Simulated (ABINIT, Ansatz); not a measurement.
**MgH2 (P4_2/mnm): G0W0 on several meshes in ABINIT**

How does the mesh move the gap of MgH2 (P4_2/mnm)?

Method: PBE and many-body steps on it, plane waves, in ABINIT 10.8.3.

## (1) Starting point

It takes space group P4_2/mnm (No. 136, tetragonal). The conventional cell has a = 4.517 Å, b = 4.517 Å, c = 3.020 Å, α = 90.00°, β = 90.00°, γ = 90.00°. Nearest to Mg lie 6 H at 1.95 Å. Nearest to H lie 3 Mg at 1.95 Å. Farther neighbours are not listed.

As a file:

```cif
data_structure
_symmetry_space_group_name_H-M 'P 1'
_symmetry_Int_Tables_number 1
_cell_length_a 4.5168
_cell_length_b 4.5168
_cell_length_c 3.0205
_cell_angle_alpha 90.000
_cell_angle_beta 90.000
_cell_angle_gamma 90.000
_cell_volume 61.62
loop_
_atom_site_label
_atom_site_type_symbol
_atom_site_fract_x
_atom_site_fract_y
_atom_site_fract_z
_atom_site_occupancy
Mg1 Mg 0.00000 0.00000 0.00000 1
Mg2 Mg 0.50000 0.50000 0.50000 1
H3 H 0.30600 0.30600 0.00000 1
H4 H 0.19400 0.80600 0.50000 1
H5 H 0.69400 0.69400 0.00000 1
H6 H 0.80600 0.19400 0.50000 1
```

The cell and positions come from the Crystallography Open Database and are kept as given unless a step says otherwise.

## (2) Empty states on the mesh, 4×4×4 mesh, 415 bands

This step: ABINIT 10.8.3; DFT, PBE, plane waves, norm-conserving pseudopotentials.

The sums over transitions need many empty states on a uniform mesh; this step solves for them.

Contents of run.abi:

```
acell 3*1.0 Angstrom
rprim 
  4.516800000000 0.000000000000 0.000000000000
  0.000000000000 4.516800000000 0.000000000000
  0.000000000000 0.000000000000 3.020500000000
ntypat 2
znucl 12 1
natom 6
typat 1 1 2 2 2 2
xred 
  0.000000000000 0.000000000000 0.000000000000
  0.500000000000 0.500000000000 0.500000000000
  0.306000000000 0.306000000000 0.000000000000
  0.194000000000 0.806000000000 0.500000000000
  0.694000000000 0.694000000000 0.000000000000
  0.806000000000 0.194000000000 0.500000000000
pp_dirpath "pseudos"
pseudos "Mg.upf, H.upf"
ecut 38
ngkpt 4 4 4
nshiftk 1
shiftk 0 0 0
kptopt 1
chksymbreak 0
irdden 1
istwfk *1
nband 415
prtvol 0
optdriver 6
gwr_task "HDIAGO"
paral_kgb 0
occopt 1
indata_prefix "in"
outdata_prefix "out"
tmpdata_prefix "tmp"
```

The run is started by

```bash
OMP_NUM_THREADS=1 mpirun -n 8 abinit run.abi > log
```

Log:

```text
.Version 10.8.3 of ABINIT. v10.8.2 released Aug 2026.

 Symmetries : space group P4_2/m n m (#136); Bravais tP (primitive tetrag.)
[... echo of the input left out ...]
== DATASET  1 ==================================================================
-   mpi_nproc: 8, omp_nthreads: 1 (-1 if OMP is not activated)

--- !DatasetInfo
iteration_state: {dtset: 1, }
dimensions: {natom: 6, nkpt: 18, mband: 415, nsppol: 1, nspinor: 1, nspden: 1, mpw: 4696, }
cutoff_energies: {ecut:  38.0, pawecutdg:  -1.0, }
[...]
Indirect band gap semiconductor
 Fundamental gap:     3.895 (eV)
   VBM:     0.402 (eV) at k: [ 2.5000E-01,  0.0000E+00,  0.0000E+00]
   CBM:     4.297 (eV) at k: [ 5.0000E-01,  5.0000E-01,  5.0000E-01]
 Direct gap:         4.666 (eV) at k: [ 2.5000E-01,  2.5000E-01,  5.0000E-01]

== END DATASET(S) ==============================================================
================================================================================

 -outvars: echo values of variables after computation  --------
           etotal      0.0000000000E+00
            nband         415
             nkpt          18
          spgroup         136
 [... the other variables as echoed above ...]

 Calculation completed.
```

The job ended after 3.3 min (8 MPI ranks of Arm Neoverse V1, shared host; peak memory 9.8 GiB).

This step gave:

| Item | Value |
| --- | --- |
| gap | 3.895 eV |
| k of the valence top | 0.25, 0, 0 |
| k of the conduction bottom | 0.5, 0.5, 0.5 |
| least direct gap | 4.666 eV |
| k points computed | 18 |
| lowest point of the top converged band, above the valence top | 191.7578 eV |

On this mesh the gap is 3.895 eV.

The density comes from a self-consistent run that is not shown.

## (3) Screening, 4×4×4 mesh, 173 bands, screening to 176.9 eV

The RPA dielectric matrix is built and inverted for each q.

This step: RPA screening on PBE, plane waves, norm-conserving pseudopotentials.

run.abi, as its differences from that of step 2:

```diff
@@ -24,10 +24,11 @@
 chksymbreak 0
-irdden 1
 istwfk *1
-nband 415
-prtvol 0
-optdriver 6
-gwr_task "HDIAGO"
-paral_kgb 0
 occopt 1
+irdwfk 1
+optdriver 3
+nband 173
+ecuteps 6.5
+inclvkb 2
+awtr 1
+symchi 1
 indata_prefix "in"
```

Log:

```text
.Version 10.8.3 of ABINIT. v10.8.2 released Aug 2026.

 Symmetries : space group P4_2/m n m (#136); Bravais tP (primitive tetrag.)
[... echo of the input left out ...]
== DATASET  1 ==================================================================
-   mpi_nproc: 8, omp_nthreads: 1 (-1 if OMP is not activated)

--- !DatasetInfo
iteration_state: {dtset: 1, }
dimensions: {natom: 6, nkpt: 18, mband: 173, nsppol: 1, nspinor: 1, nspden: 1, mpw: 4696, }
cutoff_energies: {ecut:  38.0, pawecutdg:  -1.0, }
electrons: {nelect:   2.40000000E+01, charge:   0.00000000E+00, occopt:   1.00000000E+00, tsmear:   1.00000000E-02, }

 SCREENING: Calculation of the susceptibility and dielectric matrices

 Based on a program developped by R.W. Godby, V. Olevano, G. Onida, and L. Reining.
 Incorporated in ABINIT by V. Olevano, G.-M. Rignanese, and M. Torrent.
.Using double precision arithmetic ; gwpc =  8

[... cell and pseudopotentials left out ...]
--------------------------------------------------------------------------------

 ==== K-mesh for the wavefunctions ====
 Number of points in the irreducible wedge :    18
[... list of points left out ...]
 Together with 16 symmetry operations and time-reversal symmetry
 yields    64 points in the full Brillouin Zone.

 ==== Q-mesh for the screening function ====
 Number of points in the irreducible wedge :    18
[... list of points left out ...]
 Together with 16 symmetry operations and time-reversal symmetry
 yields    64 points in the full Brillouin Zone.

 setmesh: FFT mesh size selected  =    36x   36x   24
          total number of points  =        31104

 vcoul_init : cutoff-mode = AUXILIARY_FUNCTION
 q-points for optical limit:   1
     1)      0.000010    0.000020    0.000030

- screening: taking advantage of time-reversal symmetry
- Maximum band index for partially occupied states nbvw = 12
- Remaining bands to be divided among processors   nbcw = 161
- Number of bands treated by each node ~20

 Number of electrons calculated from density =   24.0000; Expected =   24.0000
 average of density, n =  0.057713
 r_s =    1.6053
 omega_plasma =   23.1736 [eV]

 calculating chi0 at frequencies [eV] :
  1    0.000000E+00    0.000000E+00
  2    0.000000E+00    2.317355E+01

--------------------------------------------------------------------------------
  q-point number  1        q = ( 0.000000, 0.000000, 0.000000) [r.l.u.]
--------------------------------------------------------------------------------
[... chi0 elements left out ...]
 For q-point:  0.000010 0.000020 0.000030
  dielectric constant =   3.6619
  dielectric constant without local fields =   4.0598

  Average fulfillment of the sum rule on Im[epsilon] for q-point    1 :     66.91  [%]
[... wings left out ...]
  q-point number  2        q = ( 0.250000, 0.000000, 0.000000) [r.l.u.]
--------------------------------------------------------------------------------
[... chi0 elements left out ...]
  Average fulfillment of the sum rule on Im[epsilon] for q-point    2 :     73.54  [%]

 [... 16 further q-points ...]
```

It took 2 min on 8 MPI ranks; peak memory 3.2 GiB; 16 min of CPU time.

This step gave:

- ε∞ with local fields, on this mesh, along the program's q direction: 3.662
- the same without local fields: 4.060
- plasma frequency: 23.17 eV
- plane waves in the screening matrix: 315

Local fields lower ε∞ by 10 %. On a Γ-centred mesh this coarse the value itself is usually too large, while a short band sum pulls it down.

## (4) 4×4×4

The self-energy is evaluated for the states that the input lists, and the levels follow from it, in one-shot runs by the linearised quasiparticle equation.

This step: G0W0 on PBE, plane waves, norm-conserving pseudopotentials.

run.abi, as its differences from that of step 3:

```diff
@@ -27,8 +27,21 @@
 irdwfk 1
-optdriver 3
+optdriver 4
 nband 173
+gwcalctyp 0
+ecutsigx 38
+symsigma 1
+nkptgw 4
+kptgw 
+  0.2500000000 0.0000000000 0.0000000000
+  0.5000000000 0.5000000000 0.5000000000
+  0.2500000000 0.2500000000 0.5000000000
+  0.0000000000 0.0000000000 0.0000000000
+bdgw 
+  11 14
+  11 14
+  11 14
+  10 14
 ecuteps 6.5
-inclvkb 2
-awtr 1
-symchi 1
+irdscr 1
+ppmodel 1
 indata_prefix "in"
```

Log:

```text
.Version 10.8.3 of ABINIT. v10.8.2 released Aug 2026.

 Symmetries : space group P4_2/m n m (#136); Bravais tP (primitive tetrag.)
[... echo of the input left out ...]
== DATASET  1 ==================================================================
-   mpi_nproc: 8, omp_nthreads: 1 (-1 if OMP is not activated)

--- !DatasetInfo
iteration_state: {dtset: 1, }
dimensions: {natom: 6, nkpt: 18, mband: 173, nsppol: 1, nspinor: 1, nspden: 1, mpw: 4696, }
cutoff_energies: {ecut:  38.0, pawecutdg:  -1.0, }
electrons: {nelect:   2.40000000E+01, charge:   0.00000000E+00, occopt:   1.00000000E+00, tsmear:   1.00000000E-02, }

 SIGMA: Calculation of the GW corrections

 Based on a program developped by R.W. Godby, V. Olevano, G. Onida, and L. Reining.
 Incorporated in ABINIT by V. Olevano, G.-M. Rignanese, and M. Torrent.
.Using double precision arithmetic ; gwpc =  8

[... cell and pseudopotentials left out ...]
--------------------------------------------------------------------------------

 ==== K-mesh for the wavefunctions ====
 Number of points in the irreducible wedge :    18
[... list of points left out ...]
 Together with 16 symmetry operations and time-reversal symmetry
 yields    64 points in the full Brillouin Zone.

 ==== Q-mesh for screening function ====
 Number of points in the irreducible wedge :    18
[... list of points left out ...]
 Together with 16 symmetry operations and time-reversal symmetry
 yields    64 points in the full Brillouin Zone.

 vcoul_init : cutoff-mode = AUXILIARY_FUNCTION
 q-points for optical limit:   1
     1)      0.000010    0.000020    0.000030
 setmesh: FFT mesh size selected  =    48x   48x   32
          total number of points  =        73728

 Number of electrons calculated from density =   24.0000; Expected =   24.0000
 average of density, n =  0.057713
 r_s =    1.6053
 omega_plasma =   23.1736 [eV]

 === KS Band Gaps ===
  >>>> For spin  1
   Minimum direct gap =   4.6658 [eV], located at k-point      :   0.2500  0.2500  0.5000
   Fundamental gap    =   3.8953 [eV], Top of valence bands at :   0.2500  0.0000  0.0000
                                       Bottom of conduction at :   0.5000  0.5000  0.5000
 SIGMA fundamental parameters:
 PLASMON POLE MODEL  1
 number of plane-waves for SigmaX                 4651
 number of plane-waves for SigmaC and W            315
 number of plane-waves for wavefunctions          4651
 number of bands                                   173
 number of independent spin polarizations            1
 number of spinorial components                      1
 number of k-points in IBZ                          18
 number of q-points in IBZ                          18
 number of symmetry operations                      16
 number of k-points in BZ                           64
 number of q-points in BZ                           64
 number of frequencies for dSigma/dE                 9
 frequency step for dSigma/dE [eV]                0.25
 number of omega for Sigma on real axis              0
 max omega for Sigma on real axis  [eV]           0.00
 zcut for avoiding poles [eV]                     0.10

 EPSILON^-1 parameters (SCR file):
 dimension of the eps^-1 matrix on file            315
 dimension of the eps^-1 matrix used               315
 number of plane-waves for wavefunctions          4651
 number of bands                                   173
 number of q-points in IBZ                          18
 number of frequencies                               2
 number of real frequencies                          1
 number of imag frequencies                          1

 matrix elements of self-energy operator (all in [eV])

 Perturbative Calculation

--- !SelfEnergy_ee
iteration_state: {dtset: 1, }
kpoint     : [   0.250,    0.000,    0.000, ]
spin       : 1
KS_gap     :    4.798
QP_gap     :    6.766
Delta_QP_KS:    1.968
data: !SigmaeeData |
     Band     E0 <VxcDFT>   SigX SigC(E0)      Z dSigC/dE  Sig(E)    E-E0       E
       11  -0.710 -11.185 -15.060   1.995   0.774  -0.291 -12.641  -1.456  -2.166
       12   0.402 -11.630 -15.054   1.670   0.781  -0.280 -13.000  -1.370  -0.968
       13   5.200  -8.565  -4.388  -3.449   0.822  -0.216  -7.966   0.599   5.798
       14   6.926  -8.266  -3.848  -3.704   0.816  -0.226  -7.684   0.582   7.508

--- !SelfEnergy_ee
iteration_state: {dtset: 1, }
kpoint     : [   0.500,    0.500,    0.500, ]
spin       : 1
KS_gap     :    4.769
QP_gap     :    6.907
Delta_QP_KS:    2.138
data: !SigmaeeData |
     Band     E0 <VxcDFT>   SigX SigC(E0)      Z dSigC/dE  Sig(E)    E-E0       E
       11  -0.472 -11.049 -14.865   1.927   0.776  -0.288 -12.516  -1.467  -1.939
       12  -0.472 -11.049 -14.865   1.927   0.776  -0.288 -12.516  -1.467  -1.939
[...]
--- !SelfEnergy_ee
iteration_state: {dtset: 1, }
kpoint     : [   0.250,    0.250,    0.500, ]
spin       : 1
KS_gap     :    4.666
QP_gap     :    6.748
Delta_QP_KS:    2.083
data: !SigmaeeData |
     Band     E0 <VxcDFT>   SigX SigC(E0)      Z dSigC/dE  Sig(E)    E-E0       E
[...]
--- !SelfEnergy_ee
iteration_state: {dtset: 1, }
kpoint     : [   0.000,    0.000,    0.000, ]
spin       : 1
KS_gap     :    5.246
QP_gap     :    6.963
Delta_QP_KS:    1.717
data: !SigmaeeData |
     Band     E0 <VxcDFT>   SigX SigC(E0)      Z dSigC/dE  Sig(E)    E-E0       E
[...]
12  -0.039 -11.484 -14.821   1.648   0.779  -0.283 -12.800  -1.316  -1.355
       13   5.207  -6.816  -2.910  -3.423   0.829  -0.206  -6.416   0.400   5.608
       14   5.547  -9.978  -5.729  -3.434   0.814  -0.229  -9.315   0.662   6.210

== END DATASET(S) ==============================================================
================================================================================

 -outvars: echo values of variables after computation  --------
           etotal      0.0000000000E+00
            nband         173
             nkpt          18
          spgroup         136
 [... the other variables as echoed above ...]

 Calculation completed.
```

Elapsed: 48 s, on 8 MPI ranks; peak memory 3.2 GiB.

Numbers from this step:

- G0W0 gap on the mesh: 5.936 eV
- starting gap on the mesh: 3.895 eV
- k of the valence top: 0.25, 0, 0
- k of the conduction bottom: 0.5, 0.5, 0.5
- Z at the valence top: 0.781
- Z at the conduction bottom: 0.821
- least direct G0W0 gap on the computed points: 6.748 eV

The gap on the mesh goes from 3.90 eV to 5.94 eV, a correction of +2.04 eV.

## (5) Empty states on the mesh, 2×2×4 mesh, 181 bands

This step: DFT, PBE, plane waves, norm-conserving pseudopotentials.

run.abi, as its differences from that of step 4:

```diff
@@ -19,3 +19,3 @@
 ecut 38
-ngkpt 4 4 4
+ngkpt 2 2 4
 nshiftk 1
@@ -24,24 +24,10 @@
 chksymbreak 0
+irdden 1
 istwfk *1
+nband 181
+prtvol 0
+optdriver 6
+gwr_task "HDIAGO"
+paral_kgb 0
 occopt 1
-irdwfk 1
-optdriver 4
-nband 173
-gwcalctyp 0
-ecutsigx 38
-symsigma 1
-nkptgw 4
-kptgw 
-  0.2500000000 0.0000000000 0.0000000000
-  0.5000000000 0.5000000000 0.5000000000
-  0.2500000000 0.2500000000 0.5000000000
-  0.0000000000 0.0000000000 0.0000000000
-bdgw 
-  11 14
-  11 14
-  11 14
-  10 14
-ecuteps 6.5
-irdscr 1
-ppmodel 1
 indata_prefix "in"
```

Log:

```text
[banner, memory and clock lines left out]
.Version 10.8.3 of ABINIT. v10.8.2 released Aug 2026.

 Symmetries : space group P4_2/m n m (#136); Bravais tP (primitive tetrag.)
[... echo of the input left out ...]
== DATASET  1 ==================================================================
-   mpi_nproc: 8, omp_nthreads: 1 (-1 if OMP is not activated)

--- !DatasetInfo
iteration_state: {dtset: 1, }
dimensions: {natom: 6, nkpt: 9, mband: 181, nsppol: 1, nspinor: 1, nspden: 1, mpw: 4696, }
cutoff_energies: {ecut:  38.0, pawecutdg:  -1.0, }
[...]
Integrated=    2.4000E+01

 === KS gaps after direct diagonalization ===
 Indirect band gap semiconductor
 Fundamental gap:     3.915 (eV)
   VBM:     0.382 (eV) at k: [ 0.0000E+00,  0.0000E+00,  5.0000E-01]
   CBM:     4.297 (eV) at k: [ 5.0000E-01,  5.0000E-01,  5.0000E-01]
 Direct gap:         4.769 (eV) at k: [ 5.0000E-01,  5.0000E-01,  5.0000E-01]

== END DATASET(S) ==============================================================

 -outvars: echo values of variables after computation  --------
           etotal      0.0000000000E+00
            nband         181
             nkpt           9
          spgroup         136
 [... the other variables as echoed above ...]

 Calculation completed.
```

Run time: 2.2 min. Hardware: 8 MPI ranks; peak memory 9.7 GiB; 18 min of CPU time.

This step gave:

- gap: 3.915 eV
- k of the valence top: 0, 0, 0.5
- k of the conduction bottom: 0.5, 0.5, 0.5
- least direct gap: 4.769 eV
- k points computed: 9
- lowest point of the top converged band, above the valence top: 102.6941 eV

On this mesh the gap is 3.915 eV.

## (6) Screening, 2×2×4 mesh, 173 bands, screening to 176.9 eV

This step: RPA screening on PBE, plane waves, norm-conserving pseudopotentials.

run.abi, as its differences from that of step 5:

```diff
@@ -24,10 +24,11 @@
 chksymbreak 0
-irdden 1
 istwfk *1
-nband 181
-prtvol 0
-optdriver 6
-gwr_task "HDIAGO"
-paral_kgb 0
 occopt 1
+irdwfk 1
+optdriver 3
+nband 173
+ecuteps 6.5
+inclvkb 2
+awtr 1
+symchi 1
 indata_prefix "in"
```

Log:

```text
.Version 10.8.3 of ABINIT. v10.8.2 released Aug 2026.

 Symmetries : space group P4_2/m n m (#136); Bravais tP (primitive tetrag.)
[... echo of the input left out ...]
== DATASET  1 ==================================================================
-   mpi_nproc: 8, omp_nthreads: 1 (-1 if OMP is not activated)

--- !DatasetInfo
iteration_state: {dtset: 1, }
dimensions: {natom: 6, nkpt: 9, mband: 173, nsppol: 1, nspinor: 1, nspden: 1, mpw: 4696, }
cutoff_energies: {ecut:  38.0, pawecutdg:  -1.0, }
electrons: {nelect:   2.40000000E+01, charge:   0.00000000E+00, occopt:   1.00000000E+00, tsmear:   1.00000000E-02, }

 SCREENING: Calculation of the susceptibility and dielectric matrices

 Based on a program developped by R.W. Godby, V. Olevano, G. Onida, and L. Reining.
 Incorporated in ABINIT by V. Olevano, G.-M. Rignanese, and M. Torrent.
.Using double precision arithmetic ; gwpc =  8

[... cell and pseudopotentials left out ...]
--------------------------------------------------------------------------------

 ==== K-mesh for the wavefunctions ====
 Number of points in the irreducible wedge :     9
[... list of points left out ...]
 Together with 16 symmetry operations and time-reversal symmetry
 yields    16 points in the full Brillouin Zone.

 ==== Q-mesh for the screening function ====
 Number of points in the irreducible wedge :     9
[... list of points left out ...]
 Together with 16 symmetry operations and time-reversal symmetry
 yields    16 points in the full Brillouin Zone.

 setmesh: FFT mesh size selected  =    36x   36x   24
          total number of points  =        31104

 vcoul_init : cutoff-mode = AUXILIARY_FUNCTION
 q-points for optical limit:   1
     1)      0.000010    0.000020    0.000030

- screening: taking advantage of time-reversal symmetry
- Maximum band index for partially occupied states nbvw = 12
- Remaining bands to be divided among processors   nbcw = 161
- Number of bands treated by each node ~20

 Number of electrons calculated from density =   24.0000; Expected =   24.0000
 average of density, n =  0.057713
 r_s =    1.6053
 omega_plasma =   23.1736 [eV]

 calculating chi0 at frequencies [eV] :
  1    0.000000E+00    0.000000E+00
  2    0.000000E+00    2.317355E+01

--------------------------------------------------------------------------------
  q-point number  1        q = ( 0.000000, 0.000000, 0.000000) [r.l.u.]
--------------------------------------------------------------------------------
[... chi0 elements left out ...]
 For q-point:  0.000010 0.000020 0.000030
  dielectric constant =   3.7583
  dielectric constant without local fields =   4.1689

  Average fulfillment of the sum rule on Im[epsilon] for q-point    1 :     66.96  [%]
[... wings left out ...]
  q-point number  2        q = ( 0.500000, 0.000000, 0.000000) [r.l.u.]
--------------------------------------------------------------------------------
[... chi0 elements left out ...]
  Average fulfillment of the sum rule on Im[epsilon] for q-point    2 :     71.33  [%]

 [... 7 further q-points ...]
```

Wall time 23 s (8 MPI ranks); peak memory 1.9 GiB.

This step gave:

```yaml
eps_infinity_with_local_fields_on_this_mesh_along_the_program_s_q_direction: 3.758
the_same_without_local_fields: 4.169
plasma_frequency: 23.17 eV
plane_waves_in_the_screening_matrix: 315
```

[end of part 1 of 2]

[Paths, hosts, dates, memory and timing lines, banners, echoed tables and standing remarks are left out of the program output.]

[Logs are printed without paths, hosts, clocks, repeated set-up lines and the standing remarks that a program may print on its own settings, such as how far it seeks lower states.]

[Runs of the session that timed out or met a known fault of the program may be left out.]

[Hosts, paths, dates, database ids (printed as entryN), source tags and the programs' standing remarks are cut or masked in the printed files.]

[G0W0 gaps are taken among the corrected bands and points alone; a level outside them can change the order at an edge.]

[Where Ansatz stands beside ABINIT at settings called matched, ABINIT's density can come from a denser mesh and the files from another edition; pairs whose starting gaps differed by over 0.03 eV were left out, so agreement reads better than it is.]
